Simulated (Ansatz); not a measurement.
# Phonons of Au-Os-Au stack of (100) layers

The plan: relax Au-Os-Au stack of (100) layers, check its phonons, and, if the lattice is stable, compute its Eliashberg function and ρ(T).

Calculated with Ansatz 0.2.0; DFT LDA, scalar-relativistic, plane waves, PAW; PAW set soft_1.

## (1) Set-up

The cell holds 3 atoms: 2 Au and 1 Os. Cell: a = 2.709 Å, b = 2.709 Å, c = 14.832 Å, α = 90.0°, β = 90.0°, γ = 90.0°. Vacuum lies along c.

## (2) Rough relaxation

The start is far from rest, so a relaxation with loose thresholds does the first part.

The input, input.yaml:

```yaml
crystal:
  lattice:
    - [2.70946, 0.0, 0.0]
    - [0.0, 2.70946, 0.0]
    - [0.0, 0.0, 14.83176]
  atoms:
    - { symbol: Au, position: [0.0, 0.0, 0.37082588] }
    - { symbol: Os, position: [0.5, 0.5, 0.5] }
    - { symbol: Au, position: [0.0, 0.0, 0.62917412] }
  periodic: [true, true, false]
kpoints:
  mp_grid: { grid: [8, 8, 1] }
hamiltonian:
  xc: lda
  pseudopotentials: { kind: paw, azcp: { folder: soft_1 }, xc_functional: pbe }
scf:
  occupations: { method: gaussian, width: 0.1 }
output:
  forces: true
  stress: true
  eigenvalues: true
relax:
  adjacent_minimum: "off"
  f_tol: 0.05
  max_steps: 80
  cell: { stress_2d_tol: 0.02 }
```

Command:

```console
ansatz run input.yaml --threads 4 --pin off --max-ram 12288MiB --backend cpu --events-out ev --progress --plain --runs-dir out
```

Numbers of over 12 decimals in the logs are rounded to 6 here.

The program printed:

```text
Warning: crystal.periodic: the lattice vector that does not repeat stood 0.000° off the slab's normal, 14.832 Å along it as the deck builds it. The run solves the slab on a vector along the normal, 31.464 Å long, with every atom where it was (on the deck's vector they left 11.00 Å outside them, and the widest stretch free of ions among them is 1.92 Å). A fractional position that the run reports is one of the run's ce [...]
The last accepted step is kept in <dir> (removed where the run ends without a failure and the disk answers)
crystal.periodic: the lattice vector that does not repeat stood 0.000° off the slab's normal, 14.832 Å along it as the deck builds it. The run solves the slab on a vector along the normal, 31.464 Å long, with every atom where it was (on the deck's vector they left 11.00 Å outside them, and the widest stretch free of ions among them is 1.92 Å). A fractional position that the run reports is one of the run's cell, which [...]
Engine: ansatz 0.2.0, aarch64-unknown-linux-gnu
Pseudopotentials: kind: paw
Pseudopotential: Au, paw, valence charge 19, recommended cutoff 420 eV (normal), soft_1/Au.paw.azcp
Pseudopotential: Os, paw, valence charge 16, recommended cutoff 420 eV (normal), soft_1/Os.paw.azcp
Functional definition: SPW92
  exchange = slater_x
  correlation = pw_c
Crystal: 3 atoms, lattice volume = 230.979 Å³
Basis set: ecut = 420 eV, 4597 PW (Γ)
Bands: 33, of which v1, the nominal top of the filled ones, is band 27 counted from 1 (26 counted from 0)
Symmetry: 16 space group operations
Space group: P4/mmm (ITA 123), of the structure as read, at distance tolerance 6.1e-5 Å
k-points: 15 of 64
Non-local potential: Au, projectors of the file, l = 0: 3, l = 1: 2, l = 2: 2, l = 3: 1
Non-local potential: Os, projectors of the file, l = 0: 3, l = 1: 2, l = 2: 2, l = 3: 1
PAW form: soft (Blöchl's): semilocal exchange-correlation on the pseudo side does not see the compensation charge
PAW frozen core: Au, regenerated for the run's functional, and the local potential with it (the file was generated under x = pbe(κ = 0.804, μ = 0.219515), c = pbe(β = 0.066725))
PAW frozen core: Os, regenerated for the run's functional, and the local potential with it (the file was generated under x = pbe(κ = 0.804, μ = 0.219515), c = pbe(β = 0.066725))
PAW one-centre angular grid: Au, 590 points (default); XC on 64 Gauss nodes
PAW one-centre angular grid: Os, 590 points (default); XC on 64 Gauss nodes
Initial density: superposition of atomic densities (neutral atoms: chi_scale 0, normalization atom)
Initial wavefunctions: pseudopotential atomic-orbital guess
Functional: x = slater, c = lda
SCF iter   1: F=—  HF=-36852.014612 eV  |F-HF|=—  |Δ(HF+E_count)|=         —  Δρ=6.36e-2  dr2=2.43e1  ethr=3.10e-3  ⟨swp⟩=15.2  Hψ=4041  notcnv=0  defer=1
preconditioner: auto → LDOS  [metal: Δε(μ)=0.076 eV  Ē_g=7.820 eV  σ=0.100 eV  W_gap=0.38  n_scr=20 (ndim 8)  ℏωp=13.4 eV  f_vac=0.757  D(μ)=6.08/eV (n_scr^D=20)  β→1.0]
SCF iter   2: F=—  HF=-36850.363670 eV  |F-HF|=—  |Δ(HF+E_count)|=    1.65e0  Δρ=3.70e-2  dr2=7.46e0  ethr=3.10e-3  ⟨swp⟩=3.7  Hψ=1432  notcnv=0  defer=13
SCF iter   3: F=—  HF=-36849.768417 eV  |F-HF|=—  |Δ(HF+E_count)|=   5.95e-1  Δρ=2.35e-2  dr2=2.76e0  ethr=3.10e-3  ⟨swp⟩=3.3  Hψ=1292  notcnv=0  defer=12
SCF iter   4: F=—  HF=-36849.385577 eV  |F-HF|=—  |Δ(HF+E_count)|=   3.83e-1  Δρ=7.96e-3  dr2=1.97e-1  ethr=3.10e-3  ⟨swp⟩=2.7  Hψ=927  notcnv=0  defer=12
SCF iter   5: F=—  HF=-36849.330143 eV  |F-HF|=—  |Δ(HF+E_count)|=   5.54e-2  Δρ=2.54e-3  dr2=2.92e-2  ethr=3.66e-4  ⟨swp⟩=3.9  Hψ=1340  notcnv=0  defer=20
SCF iter   6: F=—  HF=-36849.328930 eV  |F-HF|=—  |Δ(HF+E_count)|=   1.21e-3  Δρ=8.64e-4  dr2=3.91e-3  ethr=5.40e-5  ⟨swp⟩=3.7  Hψ=1111  notcnv=0  defer=20
SCF iter   7: F=—  HF=-36849.328652 eV  |F-HF|=—  |Δ(HF+E_count)|=   2.78e-4  Δρ=3.60e-4  dr2=8.52e-4  ethr=7.25e-6  ⟨swp⟩=2.9  Hψ=895  notcnv=0  defer=20
SCF iter   8: F=—  HF=-36849.328607 eV  |F-HF|=—  |Δ(HF+E_count)|=   4.51e-5  Δρ=8.12e-5  dr2=2.32e-5  ethr=1.58e-6  ⟨swp⟩=3.2  Hψ=944  notcnv=0  defer=20
SCF iter   9: F=—  HF=-36849.328659 eV  |F-HF|=—  |Δ(HF+E_count)|=   5.24e-5  Δρ=3.54e-5  dr2=3.59e-6  ethr=4.29e-8  ⟨swp⟩=4.1  Hψ=1172  notcnv=0  defer=20
iter 10 did not close the SCF: its close was put off until two iterations running show no level that it waits for move by more than its bar (scf_convergence_deferred on its scf_iter line)
SCF iter  10: F=-36849.328659 eV  HF=-36849.328659 eV  |F-HF|=5.95e-9  |Δ(HF+E_count)|=   4.34e-7  Δρ=4.71e-6  dr2=3.90e-8  ethr=1.85e-10  ⟨swp⟩=20.1  Hψ=4197  notcnv=0
iter 11 did not close the SCF: its close was put off until two iterations running show no level that it waits for move by more than its bar (scf_convergence_deferred on its scf_iter line)
SCF iter  11: F=-36849.328659 eV  HF=-36849.328659 eV  |F-HF|=2.54e-9  |Δ(HF+E_count)|=   4.78e-9  Δρ=8.24e-7  dr2=2.20e-9  ethr=7.22e-11  ⟨swp⟩=5.9  Hψ=2317  notcnv=0
SCF iter  12: F=-36849.328659 eV  HF=-36849.328659 eV  |F-HF|=3.42e-10  |Δ(HF+E_count)|=   3.11e-9  Δρ=2.58e-7  dr2=1.62e-10  ethr=4.08e-12  ⟨swp⟩=4.1  Hψ=1922  notcnv=0
SCF 1 converged in 12 iterations: F = -36849.328659 eV  dr2 = 1.62e-10
  greatest PAW one-centre occupation: 1.001 electrons in one spin orbital (limit 2), on the Au atom at site 2 (counted from 0), in its partial waves of l = 0
relax step   1: F+E_penalty+E_count = -36849.32865854 eV  Δ(F+E_penalty+E_count) = +0.000e0 eV  max|allowed force component| = 8.763e-1 eV/Å  Δτ_max = 0.0000 Å  P = +1.626 N/m  Ω = 230.979 Å³  fix = [c, alpha, beta]  reactions: c +0.000 N/m  (12 SCF iters, dr2 threshold 1.00e-7 eV, accepted)
Crystal: 3 atoms, lattice volume = 227.863 Å³
Basis set: ecut = 420 eV, 4517 PW (Γ)
Initial density: handed on by an earlier stage of this run
Initial wavefunctions: those handed on with the density
iter 1 solved again at ethr=4.03e-4 eV; its pass at ethr=3.10e-3 eV (dr2=2.18e-1 eV) is discarded
SCF iter   1: F=—  HF=-36849.484204 eV  |F-HF|=—  |Δ(HF+E_count)|=         —  Δρ=1.08e-2  dr2=2.27e-1  ethr=4.03e-4  ⟨swp⟩=2.2  Hψ=3832  notcnv=0
preconditioner: auto → LDOS  [metal: Δε(μ)=0.093 eV  Ē_g=8.013 eV  σ=0.100 eV  W_gap=0.48  n_scr=20 (ndim 8)  ℏωp=13.5 eV  f_vac=0.743  D(μ)=2.86/eV (n_scr^D=14)  β→1.0]
SCF iter   2: F=—  HF=-36849.505577 eV  |F-HF|=—  |Δ(HF+E_count)|=   2.14e-2  Δρ=8.45e-3  dr2=3.77e-1  ethr=4.03e-4  ⟨swp⟩=3.7  Hψ=1197  notcnv=0
SCF iter   3: F=—  HF=-36849.418481 eV  |F-HF|=—  |Δ(HF+E_count)|=   8.71e-2  Δρ=1.31e-3  dr2=2.84e-3  ethr=4.03e-4  ⟨swp⟩=3.1  Hψ=1210  notcnv=0  defer=17
[...]
SCF iter   5: F=—  HF=-36849.449266 eV  |F-HF|=—  |Δ(HF+E_count)|=   3.79e-5  Δρ=8.43e-5  dr2=3.37e-5  ethr=8.90e-7  ⟨swp⟩=3.3  Hψ=1050  notcnv=0  defer=2
SCF iter   6: F=—  HF=-36849.449339 eV  |F-HF|=—  |Δ(HF+E_count)|=   7.27e-5  Δρ=2.59e-5  dr2=1.11e-6  ethr=6.25e-8  ⟨swp⟩=2.5  Hψ=863  notcnv=0  defer=2
iter 7 did not close the SCF: its close was put off until two iterations running show no level that it waits for move by more than its bar (scf_convergence_deferred on its scf_iter line)
SCF iter   7: F=-36849.449342 eV  HF=-36849.449341 eV  |F-HF|=1.53e-7  |Δ(HF+E_count)|=   2.38e-6  Δρ=8.14e-6  dr2=9.86e-8  ethr=5.56e-10  ⟨swp⟩=15.7  Hψ=3376  notcnv=0
iter 8 did not close the SCF: its close was put off until two iterations running show no level that it waits for move by more than its bar (scf_convergence_deferred on its scf_iter line)
SCF iter   8: F=-36849.449342 eV  HF=-36849.449342 eV  |F-HF|=8.45e-8  |Δ(HF+E_count)|=   1.10e-7  Δρ=3.32e-6  dr2=1.98e-8  ethr=1.83e-10  ⟨swp⟩=4.3  Hψ=2068  notcnv=0
SCF iter   9: F=-36849.449342 eV  HF=-36849.449342 eV  |F-HF|=6.48e-10  |Δ(HF+E_count)|=   9.31e-8  Δρ=1.51e-6  dr2=4.18e-9  ethr=3.67e-11  ⟨swp⟩=5.3  Hψ=2223  notcnv=0
SCF 3 converged in 9 iterations: F = -36849.449342 eV  dr2 = 4.18e-9
relax step   3: F+E_penalty+E_count = -36849.44934170 eV  Δ(F+E_penalty+E_count) = -2.976e-2 eV  max|allowed force component| = 7.245e-2 eV/Å  Δτ_max = 0.0513 Å  P = +3.903 N/m  Ω = 214.085 Å³  energy of the carried Pulay correction = +1.452e-3 eV  fix = [c, alpha, beta]  reactions: c +0.000 N/m  (9 SCF iters, dr2 threshold 3.00e-7 eV, accepted)
[...]
relax step   4: F+E_penalty+E_count = -36849.47496437 eV  Δ(F+E_penalty+E_count) = -2.562e-2 eV  max|allowed force component| = 1.003e-2 eV/Å  Δτ_max = 0.0604 Å  P = -0.603 N/m  Ω = 221.033 Å³  energy of the carried Pulay correction = +8.414e-4 eV  fix = [c, alpha, beta]  reactions: c +0.000 N/m  (6 SCF iters, dr2 threshold 3.00e-7 eV, accepted)
[...]
relax step   5: F+E_penalty+E_count = -36849.47549508 eV  Δ(F+E_penalty+E_count) = -5.307e-4 eV  max|allowed force component| = 2.044e-4 eV/Å  Δτ_max = 0.0039 Å  P = -0.065 N/m  Ω = 220.277 Å³  energy of the carried Pulay correction = +9.069e-4 eV  fix = [c, alpha, beta]  reactions: c +0.000 N/m  (5 SCF iters, dr2 threshold 3.00e-7 eV, accepted)
[...]
relax step   6: F+E_penalty+E_count = -36849.47551098 eV  Δ(F+E_penalty+E_count) = -1.590e-5 eV  max|allowed force component| = 5.559e-5 eV/Å  Δτ_max = 0.0008 Å  P = -0.002 N/m  Ω = 220.174 Å³  energy of the carried Pulay correction = +9.158e-4 eV  fix = [c, alpha, beta]  reactions: c +0.000 N/m  (5 SCF iters, dr2 threshold 5.52e-9 eV, accepted)
Initial wavefunctions: pseudopotential atomic-orbital guess (no wavefunctions were taken with the density)
iter 1 solved again at ethr=2.19e-7 eV; its pass at ethr=3.10e-3 eV (dr2=1.18e-4 eV) is discarded
SCF iter   1: F=—  HF=-36849.474509 eV  |F-HF|=—  |Δ(HF+E_count)|=         —  Δρ=4.93e-5  dr2=8.01e-7  ethr=2.19e-7  ⟨swp⟩=6.5  Hψ=6360  notcnv=0
preconditioner: auto → LDOS  [metal: Δε(μ)=0.077 eV  Ē_g=8.241 eV  σ=0.100 eV  W_gap=0.38  n_scr=20 (ndim 8)  ℏωp=13.7 eV  f_vac=0.742  D(μ)=2.76/eV (n_scr^D=14)  β→1.0]
SCF iter   2: F=—  HF=-36849.474694 eV  |F-HF|=—  |Δ(HF+E_count)|=   1.85e-4  Δρ=1.13e-5  dr2=2.02e-7  ethr=1.48e-9  ⟨swp⟩=4.3  Hψ=1442  notcnv=0
SCF iter   3: F=—  HF=-36849.474694 eV  |F-HF|=—  |Δ(HF+E_count)|=   3.42e-8  Δρ=5.20e-6  dr2=8.22e-8  ethr=3.75e-10  ⟨swp⟩=3.1  Hψ=1152  notcnv=0
SCF iter   4: F=—  HF=-36849.474694 eV  |F-HF|=—  |Δ(HF+E_count)|=   1.21e-9  Δρ=1.87e-6  dr2=7.98e-9  ethr=1.52e-10  ⟨swp⟩=3.1  Hψ=850  notcnv=0
SCF iter   5: F=—  HF=-36849.474694 eV  |F-HF|=—  |Δ(HF+E_count)|=  5.97e-10  Δρ=2.81e-7  dr2=6.41e-10  ethr=1.48e-11  ⟨swp⟩=3.1  Hψ=1107  notcnv=0
SCF iter   6: F=—  HF=-36849.474694 eV  |F-HF|=—  |Δ(HF+E_count)|=  9.46e-11  Δρ=7.28e-8  dr2=2.26e-11  ethr=1.19e-12  ⟨swp⟩=3.1  Hψ=781  notcnv=0
SCF iter   7: F=—  HF=-36849.474694 eV  |F-HF|=—  |Δ(HF+E_count)|=  7.28e-12  Δρ=2.50e-8  dr2=3.01e-12  ethr=1.00e-12  ⟨swp⟩=1.2  Hψ=530  notcnv=0
SCF iter   8: F=-36849.474694 eV  HF=-36849.474694 eV  |F-HF|=1.53e-10  |Δ(HF+E_count)|=  2.91e-11  Δρ=1.82e-8  dr2=1.48e-12  ethr=1.00e-12  ⟨swp⟩=15.3  Hψ=3633  notcnv=0
SCF 7 converged in 8 iterations: F = -36849.474694 eV  dr2 = 1.48e-12
relax step   7: F+E_penalty+E_count = -36849.47469415 eV  Δ(F+E_penalty+E_count) = +8.168e-4 eV  max|allowed force component| = 2.784e-4 eV/Å  Δτ_max = 0.0000 Å  P = -0.005 N/m  Ω = 220.174 Å³  fix = [c, alpha, beta]  reactions: c +0.000 N/m  stress off target by 5.16e-3 N/m on what of the cell is left free  SCF on the basis re-selected at this cell (its energy is not comparable with the rows above)  (8 SCF iters)
basis re-selected at this cell: Δ(F+E_penalty+E_count) = +8.168e-4 eV, ΔP = -0.004 N/m vs the last step (what re-selecting the basis moved, of the pressure what is left beyond the Pulay correction that the steps carried, after the strain that the cell walked since its last selection, with what the two solves' SCF thresholds leave and, on support functions, any second-order correction that the steps lacked; it is no measure of the basis error at this ecutwfc). The dense FFT grid was sized anew with the basis: this SCF ran on 18×18×216 points, the steps before it on 20×20×216, so part of this shift can come from that change (see relax.cell in the input reference). [rest of the remark cut]
SCF converged after 8 iterations
Free energy (F): -36849.474694 eV
Harris-Foulkes:  -36849.474694 eV  (|F-HF|=1.53e-10)
Internal energy: -36849.460900 eV  (E = F + TS)
E sigma→0 (E₀):  -36849.467797 eV
Entropy (-TS):   -0.013794 eV (-4.598 meV/atom)
Fermi energy:    -5.936167 eV
--- Per-component energies (eV) ---
  E_band       = -1989.389302
  E_kinetic    = 1649.907448
  E_local      = -222017.334753  (includes V_loc(G=0)·N_el)
  E_nonlocal   = 414.157056
  E_hartree    = 109895.282020
  E_xc         = -660.117009
  E_vxc        = -767.796593  (∫ρ·V_xc dr)
  E_paw        = -27677.560576  (= ΣΔE_a)
  E_vpaw       = -1058.890291  (= ΣTr[D̂ρ^β])
  E_aug_tail   = 0.003528  (compensation charges beyond the density's cutoff)
  E_ewald      = 101544.793071
  E_core_change = 1.408315  (= ΣΔE_core)
  E_smearing   = -0.013794  (= −TS)
  E_closure    = -0.000000  (closes the sum)
  Σ components = -36849.474694   (vs F -36849.474694, Δ=0.00e0)
--- Forces (eV/Å), atoms counted from 1 ---
  atom   1  Au    -0.00000000     0.00000000    -0.00027842
  atom   2  Os     0.00000000     0.00000000     0.00000000
  atom   3  Au    -0.00000000     0.00000000     0.00027842
  max |Σ_I F_I| component: 3.90e-22 eV/Å
--- 2D stress c σ (N/m, compression-positive) ---
       -0.005158      -0.000000      -0.000000
       -0.000000      -0.005158      -0.000000
        0.000000       0.000000       0.000000
  P = ½ c Tr σ = -0.0052 N/m
--- Band table (eV; the first three rows and the last of 15) ---
  k-point 0: bands = [... 23 lower, -8.6890, -7.7064, -7.6743, -6.8755, -5.1958, -5.1958, -5.1458, -4.0159, ... 2 higher]
  k-point 1: bands = [... 23 lower, -8.6914, -7.9976, -7.9950, -6.4436, -6.0778, -5.1319, -4.4625, -3.3848, ... 2 higher]
  k-point 2: bands = [... 23 lower, -8.6325, -8.5440, -7.7476, -6.8998, -5.3393, -5.0607, -4.7521, -1.4864, ... 2 higher]
  k-point 14: bands = [... 23 lower, -6.2780, -6.2776, -5.6627, -2.0275, -2.0275, -1.9741, 1.2484, 1.2484, ... 2 higher]
--- Relaxed structure (6 steps of the walk, 6 accepted, 1 SCFs on fresh bases) ---
  F+E_penalty+E_count = -36849.47469415 eV   max|allowed force component| = 2.784e-4 eV/Å   (the final SCF, on the basis selected at the relaxed cell)
  cell:  # Å, volume = 220.1744 Å³
    - [2.645329, 0, 0.0]
    - [0, 2.645329, 0.0]
    - [0.0, 0.0, 31.463518]
  atoms:
    - { symbol: Au, position: [0, 0, 0.168658] }
    - { symbol: Os, position: [0.5, 0.5, 0.235698] }
    - { symbol: Au, position: [0, 0, 0.302738] }
```

The job ended after 19 s (4 threads of Arm Neoverse V1, shared host; peak memory 0.55 GiB).

Step by step:

```
step  energy less that of the first step (eV)  largest force component (eV/Å)  volume (Å³)
   1                                   0.0000                          0.8763       230.98
   2                                  -0.0909                          0.3686       227.86
   3                                  -0.1207                          0.0725       214.09
   4                                  -0.1463                          0.0100       221.03
   5                                  -0.1468                          0.0002       220.28
   6                                  -0.1469                          0.0001       220.17
  7*                                  -0.1460                          0.0003       220.17
```

Relaxation steps marked * repeat the geometry before them on a plane-wave basis chosen anew for their cell, so energy and pressure can jump there.

Forces are held to the 16 operations that the run works with; a distortion that breaks them can't arise in this run.

```
cell as run  before  after  change
      a (Å)   2.709  2.645  -2.4 %
      b (Å)   2.709  2.645  -2.4 %
```

The atoms that moved most (Å, along periodic axes as changes of fractional coordinates times the final cell, across vacuum about the mean position):

```
atom     dx     dy      dz  length
 Au3  0.000  0.000   0.193   0.193
 Au1  0.000  0.000  -0.193   0.193
```

Final coordinates:

```xyz
3
Lattice="2.6453 0.0000 0.0000 0.0000 2.6453 0.0000 0.0000 0.0000 31.4635" Properties=species:S:1:pos:R:3
Au    0.0000    0.0000    5.3066
Os    1.3227    1.3227    7.4159
Au    0.0000    0.0000    9.5252
```

This step gave:

* metallic on mesh: yes
* gap on the k-mesh: 0 eV

The relaxation ends with a largest force component of 2.8e-4 eV/Å.

## (3) Relaxation

The structure is brought to rest under this functional.

input.yaml, the sections that differ from step 2:

```yaml
crystal:
  lattice:
    - [2.6453293816, 0.0, 0.0]
    - [0.0, 2.6453293816, 0.0]
    - [0.0, 0.0, 31.4635181842]
  atoms:
    - { symbol: Au, position: [0.0, 0.0, 0.1686577496] }
    - { symbol: Os, position: [0.5, 0.5, 0.2356977359] }
    - { symbol: Au, position: [0.0, 0.0, 0.3027377222] }
  periodic: [true, true, false]
kpoints:
  mp_grid: { grid: [12, 12, 1] }
relax:
  adjacent_minimum: "off"
  f_tol: 0.005
  max_steps: 80
  cell: { stress_2d_tol: 0.02 }
# hamiltonian, scf, output: as in step 2
```

The program printed:

```text
[the first part of the log is left out]
  E_paw        = -27677.480714  (= ΣΔE_a)
  E_vpaw       = -1058.762860  (= ΣTr[D̂ρ^β])
  E_aug_tail   = 0.003521  (compensation charges beyond the density's cutoff)
  E_ewald      = 101373.688640
  E_core_change = 1.408315  (= ΣΔE_core)
  E_smearing   = -0.016117  (= −TS)
  E_closure    = -0.000000  (closes the sum)
  Σ components = -36849.407136   (vs F -36849.407136, Δ=0.00e0)
--- Forces (eV/Å), atoms counted from 1 ---
  atom   1  Au     0.00000000     0.00000000    -0.00145453
[...]
0.010545      -0.000000       0.000000
       -0.000000       0.010545       0.000000
        0.000000       0.000000       0.000000
  P = ½ c Tr σ = 0.0105 N/m
--- Band table (eV; the first three rows and the last of 28) ---
[...]
--- Relaxed structure (4 steps of the walk, 3 accepted, 1 SCFs on fresh bases) ---
[...]
cell:  # Å, volume = 220.7942 Å³
    - [2.649050, 0.0, 0.0]
    - [0.0, 2.649050, 0.0]
    - [0.0, 0.0, 31.4635181842]
  atoms:
    - { symbol: Au, position: [0, 0, 0.168900] }
    - { symbol: Os, position: [0.5, 0.5, 0.235698] }
    - { symbol: Au, position: [0, 0, 0.302496] }
```

Wall time 22 s (4 threads); peak memory 0.6 GiB; 84 s of CPU time.

The steps of the relaxation:

```
step  energy less that of the first step (eV)  largest force component (eV/Å)  volume (Å³)
   1                                   0.0000                          0.0188       220.17
   2                                  -0.0002                          0.0079       220.76
   3                                  -0.0002                          0.0075       220.88
   4                                  -0.0002                          0.0015       220.79
   5                                  -0.0003                          0.0015       220.79
```

The log counts 1 steps on a newly chosen plane-wave basis, not all of them marked here; energy and pressure can jump at such steps. Relaxation step 3 was tried and not accepted.

```
cell as run  before  after  change
      a (Å)   2.645  2.649  +0.1 %
      b (Å)   2.645  2.649  +0.1 %
```

The relaxed structure:

```cif
data_structure
_symmetry_space_group_name_H-M 'P 1'
_symmetry_Int_Tables_number 1
_cell_length_a 2.6491
_cell_length_b 2.6491
_cell_length_c 31.4635
_cell_angle_alpha 90.000
_cell_angle_beta 90.000
_cell_angle_gamma 90.000
_cell_volume 220.79
loop_
_atom_site_label
_atom_site_type_symbol
_atom_site_fract_x
_atom_site_fract_y
_atom_site_fract_z
_atom_site_occupancy
Au1 Au 0.00000 0.00000 0.16890 1
Os2 Os 0.50000 0.50000 0.23570 1
Au3 Au 0.00000 0.00000 0.30250 1
```

(Continued in part 2 of 2.)

[Logs are printed without paths, hosts, clocks, repeated set-up lines and the standing remarks that a program may print on its own settings, such as how far it seeks lower states.]

[Hosts, paths, dates, database ids (printed as entryN), source tags and the programs' standing remarks are cut or masked in the printed files.]
